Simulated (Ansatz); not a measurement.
## Where V_O (site 2) puts its levels in the gap of LiLaO2 (P2_1/c)

Wanted: the transition levels of a vacancy in LiLaO2 (P2_1/c), from a cell of 64 host atoms with 1 O taken out.

Main program and level: Ansatz 0.2.0; place-levels on PBEsol runs: charge-transition levels and formation energies with image-charge correction and potential alignment at the atomic sites.

### 1. Starting point

The cell holds 63 atoms: 16 Li, 16 La and 31 O. Cell: a = 10.981 Å, b = 9.563 Å, c = 10.981 Å, α = 111.2°, β = 111.8°, γ = 111.1°. It derives from LiLaO2 (space group P2_1/c). Nearest the centre at fractional (0.388, 0.303, 0.175): Li14 at 2.13 Å, Li1 at 2.13 Å, La18 at 2.46 Å, La29 at 2.48 Å, La28 at 2.53 Å, La21 at 2.54 Å, O33 at 2.92 Å, O36 at 2.92 Å.

Known beforehand: the electronic dielectric constant, (4.50, 4.58, 4.51), and the static one, principal values (19.87, 20.07, 24.42), from a response run on this crystal (DFPT, PBEsol) at that run's own cell.

The cell's shortest repeat is 9.6 Å.

### 2. Charge states

A transition level is the Fermi level at which two charge states cost the same, so each charge needs its own total energy, at its own relaxed structure.

Each atom starts 0.05 Å or so off its site in a random direction. Forces are taken at one point at (¼, ¼, ¼). The cell holds 1 electron more than the neutral one, with a uniform background that keeps it neutral on the whole. The electron count is odd, so at least one spin is unpaired; this run locks the moment at 1 μB.

The sampling was tested on the host first: at the k-points planned (1x1x1 shifted 0.25 0.25 0.25) its energy lies -0.001 eV an atom from the dense-mesh value, under the bound of 0.02 eV set for this test; that bounds the host's error, not the defect's.

One state's input; the others differ in charge, spin, start and seed, and in occupations where the table says so.

qm1_M1.relax/input.yaml

```yaml
crystal:
  lattice:
    - [-7.10172383, 6.15869257, 5.67639954]
    - [4.55785073, -6.15869257, 5.72242795]
    - [7.10172383, 6.15869257, -5.67639954]
  atoms:
    - { symbol: Li, position: [0.33570452, 0.3238903, 0.34722589] }
    - { symbol: Li, position: [0.33570452, 0.8238903, 0.84722589] }
[... 3 atom lines left out ...]
    - { symbol: Li, position: [0.02333559, 0.9261097, 0.76181421] }
[... 4 atom lines left out ...]
    - { symbol: Li, position: [0.66429548, 0.1761097, 0.15277411] }
    - { symbol: Li, position: [0.66429548, 0.6761097, 0.65277411] }
[... 1 atom line left out ...]
    - { symbol: Li, position: [0.47666441, 0.5738903, 0.23818579] }
[... 3 atom lines left out ...]
    - { symbol: La, position: [0.31346854, 0.99787746, 0.11403179] }
[... 2 atom lines left out ...]
    - { symbol: La, position: [0.11615433, 0.25212254, 0.06559107] }
[... 6 atom lines left out ...]
    - { symbol: La, position: [0.68653146, 0.50212254, 0.38596821] }
    - { symbol: La, position: [0.38384567, 0.24787746, 0.93440893] }
    - { symbol: La, position: [0.38384567, 0.74787746, 0.43440893] }
[... 2 atom lines left out ...]
    - { symbol: O, position: [0.12729314, 0.05250471, 0.16469353] }
[... 2 atom lines left out ...]
    - { symbol: O, position: [0.62729314, 0.55250471, 0.16469353] }
    - { symbol: O, position: [0.11218881, 0.19749529, 0.82478842] }
[... 1 atom line left out ...]
    - { symbol: O, position: [0.61218881, 0.19749529, 0.32478842] }
[... 10 atom lines left out ...]
    - { symbol: O, position: [0.58328271, 0.18499896, 0.97130777] }
    - { symbol: O, position: [0.58328271, 0.68499896, 0.47130777] }
[... 1 atom line left out ...]
    - { symbol: O, position: [0.28630881, 0.56500104, 0.14828375] }
[... 2 atom lines left out ...]
    - { symbol: O, position: [0.41671729, 0.31500104, 0.52869223] }
[... 3 atom lines left out ...]
    - { symbol: O, position: [0.21369119, 0.43499896, 0.35171625] }
    - { symbol: O, position: [0.21369119, 0.93499896, 0.85171625] }
[... 1 atom line left out ...]
    - { symbol: O, position: [0.71369119, 0.93499896, 0.35171625] }
  host:
    repeats: [1, 1, 1]
    atoms:
      - { symbol: Li, position: [0.33570452, 0.3238903, 0.34722589] }
      - { symbol: Li, position: [0.33570452, 0.8238903, 0.84722589] }
      # ... 62 more atoms of the perfect host
total_charge: -1
basis:
  ecutwfc: 420
  xc_grid: 2
hamiltonian:
  xc: pbesol
kpoints:
  mp_grid: { grid: [1, 1, 1], shift: [0.25, 0.25, 0.25] }
magnetization:
  spin_polarized: true
  initial_magnetization: 1
  spin_locking: { lock_magnetization: hard }
scf:
  occupations: { method: fixed }
  max_iter: 80
output:
  forces: true
  charged_corrections:
    epsilon: [4.5, 4.58, 4.51]
    static_epsilon: [[20.94, 0.0, 1.74], [0.0, 19.87, 0.0], [1.74, 0.0, 23.55]]
    defect_position: [0.387811, 0.302505, 0.175212]
relax:
  f_tol: 0.02
  max_steps: 80
  random_displacement: { amplitude: 0.05, seed: 8609 }
checkpoint:
  write: "../qm1_M1.relax.run"
  compress: false
  write_wavefunctions: true
  write_every: 100000
```

On the command line:

```sh
ansatz run input.yaml --threads 4 --pin off --max-ram 7536MiB --backend cpu --events-out ev --progress --plain --runs-dir out
```

Defect states can disperse in a cell of this size, so the energy is taken again at a 2×2×2 shifted mesh, on the relaxed structure.

The run of this state that the levels use, under PBEsol:

qm1_M1.point/input.yaml

```yaml
crystal:
  checkpoint: "../qm1_M1.relax.run"
  host: checkpoint
total_charge: -1
basis:
  ecutwfc: 420
  xc_grid: 2
hamiltonian:
  xc: pbesol
kpoints:
  mp_grid: { grid: [2, 2, 2], shift: [0.5, 0.5, 0.5] }
magnetization:
  spin_polarized: true
  initial_magnetization: 1
  spin_locking: { lock_magnetization: hard }
scf:
  occupations: { method: fermi_dirac, width: 0.01 }
  max_iter: 80
output:
  forces: true
  eigenvalues: true
  charged_corrections:
    epsilon: [4.5, 4.58, 4.51]
    static_epsilon: [[20.94, 0.0, 1.74], [0.0, 19.87, 0.0], [1.74, 0.0, 23.55]]
    defect_position: [0.387811, 0.302505, 0.175212]
  eigenstates: { localisation: true }
  populations: true
  efg: {}
checkpoint:
  read: "../qm1_M1.relax.run"
  write: "../qm1_M1.point.run"
  compress: false
  write_wavefunctions: false
  write_every: 100000
```

Relaxations under PBEsol at one point at (¼, ¼, ¼); times on 4 threads of Intel Xeon Platinum 8259CL at 2.50GHz (Skylake/Cascade Lake), shared host:

| charge | moment (μB) | occupations | outcome | steps | largest displacement against the far atoms (Å) | time |
| --- | --- | --- | --- | --- | --- | --- |
| −1 | 1 | fixed | converged | 9 | 0.26 | 4.2 min |
| 0 | 0 | fixed | converged | 7 | 0.18 | 84 s |
| +1 | 1 | fixed | converged | 8 | 0.56 | 2.7 min |
| +2 | 0 | fixed | converged | 10 | 0.62 | 2 min |
| 0 | 2 | fixed | converged | 10 | 0.60 | 4 min |

Single points under PBEsol at a 2×2×2 shifted mesh; times on 4 threads of Intel Xeon Platinum 8259CL at 2.50GHz (Skylake/Cascade Lake), shared host:

```
charge  moment (μB)  occupations    outcome     time
    −1            1  fermi-dirac  converged    3 min
     0            0  fermi-dirac  converged     73 s
    +1            1  fermi-dirac  converged  2.6 min
    +2            0  fermi-dirac  converged     61 s
     0            2  fermi-dirac  converged  2.9 min
```

Distances (Å) from the ideal centre to the nearest atoms after relaxation with PBEsol:

```
charge  moment (μB)       1.       2.       3.       4.       5.       6.
    −1            1  Li 2.26  Li 2.37  La 2.48  La 2.53  La 2.54  La 2.55
     0            0  Li 2.22  Li 2.29  La 2.53  La 2.54  La 2.57  La 2.61
     0            2  Li 2.33  La 2.50  La 2.53  La 2.57  La 2.58  Li 2.68
    +1            1  Li 2.31  La 2.57  La 2.57  La 2.59  La 2.61  Li 2.65
    +2            0  Li 2.39  La 2.62  La 2.64  La 2.67  Li 2.69   O 2.71
```

### 3. Placing the levels, PBEsol

A charged cell interacts with its images and the background, and its potential has another zero than the host's. place-levels removes the first by a point-charge model, screened by the static dielectric constant since the ions have relaxed around the charge, and the second by comparing potentials at atoms far from the defect.

The host is a run of the defect-free crystal in the same cutoffs, grids and k-points, so that basis and sampling errors cancel in part in the differences. Its band edges come from a run of the primitive cell that searches the zone for them. Chemical potentials are energies per atom of O (O2 molecule), run with the same functional and cutoff.

levels.point.yaml

```yaml
host:
  run: host.point.run
  levels_from: { run: edges.point.run }
states: [qm1_M1.point.run, q0.point.run, qp1_M1.point.run, qp2.point.run, q0_M2.point.run]
geometry_from:
  qm1_M1.point.run: qm1_M1.relax.run
  q0.point.run: q0.relax.run
  qp1_M1.point.run: qp1_M1.relax.run
  qp2.point.run: qp2.relax.run
  q0_M2.point.run: q0_M2.relax.run
  host.point.run: host.relax.run
chemical_potentials:
  O:
    energy: -558.282649
    dataset: "<sha256 of the dataset>"
epsilon: [4.5, 4.58, 4.51]
static_epsilon:
  - [20.94, 0.0, 1.74]
  - [0.0, 19.87, 0.0]
  - [1.74, 0.0, 23.55]
vertical:
  - { from: qm1_M1.point.run, to: qm1_M1.point_neutral.run }
  - { from: qp1_M1.point.run, to: qp1_M1.point_neutral.run }
  - { from: qp2.point.run, to: qp2.point_neutral.run }
```

On the command line:

```sh
ansatz place-levels levels.point.yaml -- --threads 4 --pin off --max-ram 7536MiB
```

Numbers of over 12 decimals in the logs are rounded to 6 here.

Output:

```text
[... repeated set-up lines and file paths are left out, and long positions are rounded to six places ...]
(+2/+1) 2.177 eV above the valence edge, 1.560 eV under the conduction edge
(+1/0) 3.107 eV above the valence edge, 0.630 eV under the conduction edge
(0/-1) 3.703 eV above the valence edge, 0.034 eV under the conduction edge
formation energy of charge +2: +1.347 eV with the Fermi level at the valence edge
formation energy of charge +1: +3.524 eV with the Fermi level at the valence edge
formation energy of charge 0: +6.631 eV with the Fermi level at the valence edge
formation energy of charge -1: +10.334 eV with the Fermi level at the valence edge
vertical -1 to 0: no energy, since no alignment is typed
  the change from vertical[0].from (qm1_M1.point.run) to vertical[0].to (qm1_M1.point_neutral.run): by its potential at epsilon [4.5, 4.58, 4.51] it stands at 0.490 0.271 0.329, with an rms radius of about 2.9 Å (1.7 1.3 2.1 Å across the planes of the cell's [...]
vertical +1 to 0: no energy, since no alignment is typed
  the change from vertical[1].from (qp1_M1.point.run) to vertical[1].to (qp1_M1.point_neutral.run): by its potential at epsilon [4.5, 4.58, 4.51] it stands at 0.382 0.307 0.160, with an rms radius of about 2.3 Å (1.4 1.1 1.4 Å across the planes of the cell's [...]
vertical +2 to 0: no energy, since no alignment is typed
  the change from vertical[2].from (qp2.point.run) to vertical[2].to (qp2.point_neutral.run): by its potential at epsilon [4.5, 4.58, 4.51] it stands at 0.386 0.309 0.157, with an rms radius of about 2.7 Å (1.7 1.3 1.6 Å across the planes of the cell's [...]
  edges by pbesol of host.levels_from (edges.point.run), its mesh sampled to repeats of 29.15 Å (the valence edge +0.009 eV and the conduction edge -0.061 eV from those of the host's own run), gap 3.737 eV; the host is sampled to repeats of 23.32 Å
  the defect's cells are sampled to repeats of 23.32 Å, like sampling
  charge +2: -119334.4225 eV with its correction of +0.187 eV, at epsilon [[20.94, 0, 1.74], [0, 19.87, 0], [1.74, 0, 23.55]], aligned at sites: -0.1133 eV, mean over 28 atomic sites at or beyond 4.78 Å from the defect at [0.3878, 0.3025, 0.1752], with [...]
  charge +1: -119323.5520 eV with its correction of -0.009 eV, at epsilon [[20.94, 0, 1.74], [0, 19.87, 0], [1.74, 0, 23.55]], aligned at sites: -0.1123 eV, mean over 28 atomic sites at or beyond 4.78 Å from the defect at [0.3878, 0.3025, 0.1752], with [...]
  charge 0: +0.000 eV for its dipole among its images, +0.000 omitted
  charge -1: -119299.3556 eV with its correction of +0.170 eV, at epsilon [[20.94, 0, 1.74], [0, 19.87, 0], [1.74, 0, 23.55]], aligned at sites: -0.0663 eV, mean over 28 atomic sites at or beyond 4.78 Å from the defect at [0.3878, 0.3025, 0.1752], with [...]
  charge 0: states[4] (q0_M2.point.run) stands 0.330 eV higher, with a moment of 2.00 μB against 0.00
  of states[3] (qp2.point.run): it parts from the run at its places by a charge that spreads by about 1.7 Å along one vector (1.4 Å or more is wide), by its potential at epsilon [4.5, 4.58, 4.51], taken for that of held ions (one typed too small widens it), [...]
  of states[2] (qp1_M1.point.run): its displacements don't fall off away from the defect: farther atoms stand 0.039 Å off the host's places. [...]
  of states[0] (qm1_M1.point.run): it parts from the run at its places by a charge that spreads by about 2.1 Å along one vector (1.4 Å or more is wide), by its potential at epsilon [4.5, 4.58, 4.51], taken for that of held ions (one typed too small widens [...]
  of states[4] (q0_M2.point.run): its alignment with the host at atomic sites is doubtful: the mean over the far sites moves by -0.0738 eV from their farther parts to their nearer, more than 0.05 eV. [...]
  of vertical[0].from (qm1_M1.point.run): its displacements don't fall off away from the defect: farther atoms stand 0.034 Å off the host's places. [...]
  of vertical[0].to (qm1_M1.point_neutral.run): its displacements don't fall off away from the defect: farther atoms stand 0.034 Å off the host's places. [...]
  of vertical[1].from (qp1_M1.point.run): its displacements don't fall off away from the defect: farther atoms stand 0.039 Å off the host's places. [...]
  of vertical[1].to (qp1_M1.point_neutral.run): its displacements don't fall off away from the defect: farther atoms stand 0.039 Å off the host's places. [...]
  of vertical[2].from (qp2.point.run): it parts from the run at its places by a charge that spreads by about 1.7 Å along one vector (1.4 Å or more is wide), by its potential at epsilon [4.5, 4.58, 4.51], taken for that of held ions (one typed too small widens [...]
  vertical[2].to (qp2.point_neutral.run): levels filled in part (TS 0.002 eV): its energy is of no whole electron's
```

Run time: 0.93 s. Hardware: 4 threads of Intel Xeon Platinum 8259CL at 2.50GHz (Skylake/Cascade Lake), shared host.

(Part 1 of 2 ends here.)

[Logs are printed without paths, hosts, clocks, repeated set-up lines and the standing remarks that a program may print on its own settings, such as how far it seeks lower states.]

[Hosts, paths, dates, database ids (printed as entryN), source tags and the programs' standing remarks are cut or masked in the printed files.]

[Where a table of states has a column of steps, it counts the stored structures, which are thinned; the runs took as many ionic steps or more.]

[A defect's name tells the site on which it was built; relaxed atoms can leave that site.]

[For some hosts the program warned that the k-mesh of the response run may be too coarse for force constants and the static dielectric constant; such warnings are not shown here.]
